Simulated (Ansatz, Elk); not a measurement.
# AlSi: X-ray structure factors from the self-consistent density

Structure refinements treat a crystal as free atoms side by side. For a made-up structure of AlSi (cell and positions from a PBE relaxation) the runs below show what the calculated density changes in F(hkl).

Program: Elk 11.2.3 (patched build). Level of theory: DFT, PBE, all-electron APW+lo, Dirac cores, scalar-relativistic bands, static density, no spin. Results are calculated unless marked as measured.

This account leaves out most program logs.

The structure was built from a prototype and need not be the compound's stable phase.

### 1. The starting structure

It takes space group P6/mmm (No. 191, hexagonal). The conventional cell has a = 5.381 Å, b = 5.381 Å, c = 4.294 Å, α = 90.00°, β = 90.00°, γ = 120.00°. Nearest to Si lie 6 Al at 2.69 Å. Si has 6 Al at 2.65 Å nearest. Al has 6 Si at 2.65 to 2.69 Å and 4 Al at 2.69 Å nearest. Farther neighbours are not listed.

### 2. Ground state and structure factors

An all-electron density is needed, since X-rays see the cores too. Task 0 finds the density and task 195 Fourier-transforms it; tshift is off so that phases refer to the origin typed.

The input, elk.in:

```
tasks
  0
  195

xctype
  20

spinpol
  .false.

rgkmax
  7.0

gmaxvr
  14.0

lmaxo
  7

lmaxapw
  8

swidth
  0.002

tshift
  .false.

ramdisk
  .false.

hmaxvr
  5.5

maxscl
  120

epspot
  1e-06

sppath
  './'

avec
  10.16806318305 0.00000000000 0.00000000000
  -5.08403159152 8.80580102380 0.00000000000
  0.00000000000 0.00000000000 8.11511618447

atoms
  2
  'Si.in'
  3
  0.0000000000 0.0000000000 0.0000000000   0.000000 0.000000 0.000000
  0.6666666667 0.3333333333 0.5000000000   0.000000 0.000000 0.000000
  0.3333333333 0.6666666667 0.5000000000   0.000000 0.000000 0.000000
  'Al.in'
  3
  -0.0000000000 0.5000000000 0.0000000000   0.000000 0.000000 0.000000
  0.5000000000 0.5000000000 0.0000000000   0.000000 0.000000 0.000000
  0.5000000000 0.0000000000 0.0000000000   0.000000 0.000000 0.000000

ngridk
  5 5 5
```

Command:

```
OMP_NUM_THREADS=4 elk
```

It took 22 s on 4 threads of Arm Neoverse V1, shared host; peak memory 0.16 GiB; 49 s of CPU time.

SFACRHO.OUT:

```text

h k l indices transformed by vhmat matrix:
   1.000000000       0.000000000       0.000000000    
   0.000000000       1.000000000       0.000000000    
   0.000000000       0.000000000       1.000000000    

      h      k      l  multipl.   |H|            Re(F)            Im(F)           |F|

      0      0      0      1   0.0000000       80.999997      0.39714093E-16   80.999997    
      0      1      0      6  0.71352797      -11.196675      0.49687000E-14   11.196675    
      0      0     -1      2  0.77425697       21.095973     -0.11075924E-13   21.095973    
      0      1     -1     12   1.0528989       11.354251      0.23238294E-14   11.354251    
     -1      2      0      6   1.2358667       20.610012     -0.14339132E-13   20.610012    
      0      2      0      6   1.4270559       26.544546     -0.18513986E-14   26.544546    
      1     -2     -1     12   1.4583691      -18.101456     -0.82104436E-14   18.101456    
      0      0      2      2   1.5485139       53.060101     -0.19806063E-13   53.060101    
      2      0     -1     12   1.6235648       43.038401     -0.64930817E-14   43.038401    
      1      0      2     12   1.7049978      -8.0947501      0.11573386E-13   8.0947501    
     -3      1      0     12   1.8878176      -8.1914361     -0.52426290E-14   8.1914361    
      1     -2      2     12   1.9812274       16.687211     -0.32753248E-14   16.687211    
     -2     -1     -1     24   2.0404237       8.5024977      0.15125295E-13   8.5024977    
     -2      2      2     12   2.1057977       23.031517     -0.19071658E-14   23.031517    
      0     -3      0      6   2.1405839       16.239320      0.17621794E-14   16.239320    
     -3      0      1     12   2.2763069      -15.187288     -0.10774190E-13   15.187288    
      0      0      3      2   2.3227709       14.459623      0.54767736E-14   14.459623    
      0      1     -3     12   2.4298944       7.9319721     -0.20285463E-14   7.9319721
```

Elk indexes on the primitive cell of elk.in and gives |H| = 4π sin θ/λ in inverse bohr. Below, one row stands for each form hkl of the conventional cell (m members, Friedel mates merged), F is for one primitive cell and the density is static (no thermal factor). Free-atom factors are Waasmaier and Kirfel's, and R is Σm||F|−|F'||/Σm|F|.

```tsv
hkl	m	sin θ/λ (Å⁻¹)	abs F, DFT	neutral atoms	diff.
100	6	0.107	11.197	11.044	+0.152
001	2	0.116	21.096	20.789	+0.307
101	12	0.158	11.354	11.238	+0.116
110	6	0.186	20.610	20.470	+0.140
200	6	0.215	26.544	26.820	-0.276
111	12	0.219	18.102	18.204	-0.103
002	2	0.233	53.060	53.397	-0.337
201	12	0.244	43.038	43.501	-0.462
102	12	0.256	8.095	8.384	-0.289
210	12	0.284	8.191	8.056	+0.136
112	12	0.298	16.687	16.865	-0.178
211	24	0.307	8.502	8.511	-0.009
202	12	0.317	23.032	23.053	-0.021
300	6	0.322	16.239	16.340	-0.101
301	12	0.342	15.187	15.176	+0.011
003	2	0.349	14.460	14.266	+0.194
103	12	0.365	7.932	7.939	-0.007
212	24	0.367	7.129	7.127	+0.002
```

### 3. The highest occupied states alone

An energy window below the Fermi level keeps the highest occupied states, to see at which angles they scatter; shallow core shells can lie inside it and anion s states outside. No new self-consistency is needed.

elk.in, as its differences from that of step 2:

```diff
@@ -1,3 +1,2 @@
 tasks
-  0
   195
@@ -40,2 +39,5 @@
 
+wsfac
+  -0.197330 0.543660
+
 sppath
```

Command:

```
OMP_NUM_THREADS=4 elk
```

Run time: 9.8 s. Hardware: 4 threads; peak memory 0.16 GiB; 11 s of CPU time.

States within 12 eV below the Fermi level hold 20.98 electrons; any levels below the window count with the cores. Their amplitudes can exceed the total, where window and core parts have opposite phase:

```tsv
hkl	sin θ/λ (Å⁻¹)	abs F, window	abs F, all
100	0.107	1.506	11.197
001	0.116	1.898	21.096
101	0.158	1.756	11.354
110	0.186	1.877	20.610
200	0.215	0.018	26.544
111	0.219	0.285	18.102
002	0.233	0.361	53.060
201	0.244	0.206	43.038
102	0.256	0.318	8.095
210	0.284	0.081	8.191
```

### 4. Another functional

The difference from free atoms is small, so it is set against the change that LDA (Perdew-Wang) makes.

elk.in, as its differences from that of step 3:

```diff
@@ -1,2 +1,3 @@
 tasks
+  0
   195
@@ -4,3 +5,3 @@
 xctype
-  20
+  3
 
@@ -39,5 +40,2 @@
 
-wsfac
-  -0.197330 0.543660
-
 sppath
```

Command:

```
OMP_NUM_THREADS=4 elk
```

The job ended after 15 s (4 threads; peak memory 0.16 GiB).

Against the first run R = 0.18 %; the largest change is -0.086 at 222.

### 5. Basis size

The basis and the expansions that go with it are enlarged, to see whether the differences are converged.

elk.in, as its differences from that of step 4:

```diff
@@ -5,3 +5,3 @@
 xctype
-  3
+  20
 
@@ -11,12 +11,12 @@
 rgkmax
-  7.0
+  8.5
 
 gmaxvr
-  14.0
+  18.0
 
 lmaxo
-  7
+  9
 
 lmaxapw
-  8
+  10
```

Command:

```
OMP_NUM_THREADS=4 elk
```

The job ended after 62 s (4 threads; peak memory 0.36 GiB; 2.5 min of CPU time).

Against the first run R = 0.00 %; the largest change is -0.002 at 004.

### 6. Settings against the effect

```tsv
run	R against the first run (%)	R against neutral atoms, low angle (%)	wall time
PBE, rgkmax 7	0.00	1.14	22 s
LDA (Perdew-Wang)	0.18	1.10	15 s
rgkmax 8.5 with larger expansions	0.00	1.14	62 s
```

### 7. Summary of results

* R against neutral atoms, sin θ/λ < 0.3 Å⁻¹: 1.14 %
* R against neutral atoms, 0.3 to 0.82 Å⁻¹: 0.13 %

**Reading.** Independent neutral atoms miss the calculated amplitudes by R = 1.14 % below 0.3 Å⁻¹ and 0.13 % from there to 0.82 Å⁻¹; by shells, 1.40 % below 0.15 Å⁻¹ (2 forms), 1.12 % 0.15 to 0.3 (9 forms), 0.14 % 0.3 to 0.45 (17 forms), 0.13 % above 0.45 (105 forms). Bonding, aspherical density and the tables' own atoms all enter these figures, and the runs don't part them. The largest change of an amplitude is -0.46 electrons, at 201. The window's part falls from 21.0 electrons at the origin to at most 0.41 between 0.45 and 0.82 Å⁻¹. Below 0.3 Å⁻¹ the changes that finished (LDA (Perdew-Wang) and rgkmax 8.5 with larger expansions) move F by R = 0.06 % at most, against the 1.14 % that separates it from free atoms. The k-mesh has no finished test. Part of the difference isn't bonding: the tables are fits to free atoms and ions calculated by other methods than this functional. Thermal motion, anomalous dispersion and extinction are left out.

[Logs are printed without paths, hosts, clocks, repeated set-up lines and the standing remarks that a program may print on its own settings, such as how far it seeks lower states.]

[Hosts, paths, dates, database ids (printed as entryN), source tags and the programs' standing remarks are cut or masked in the printed files.]
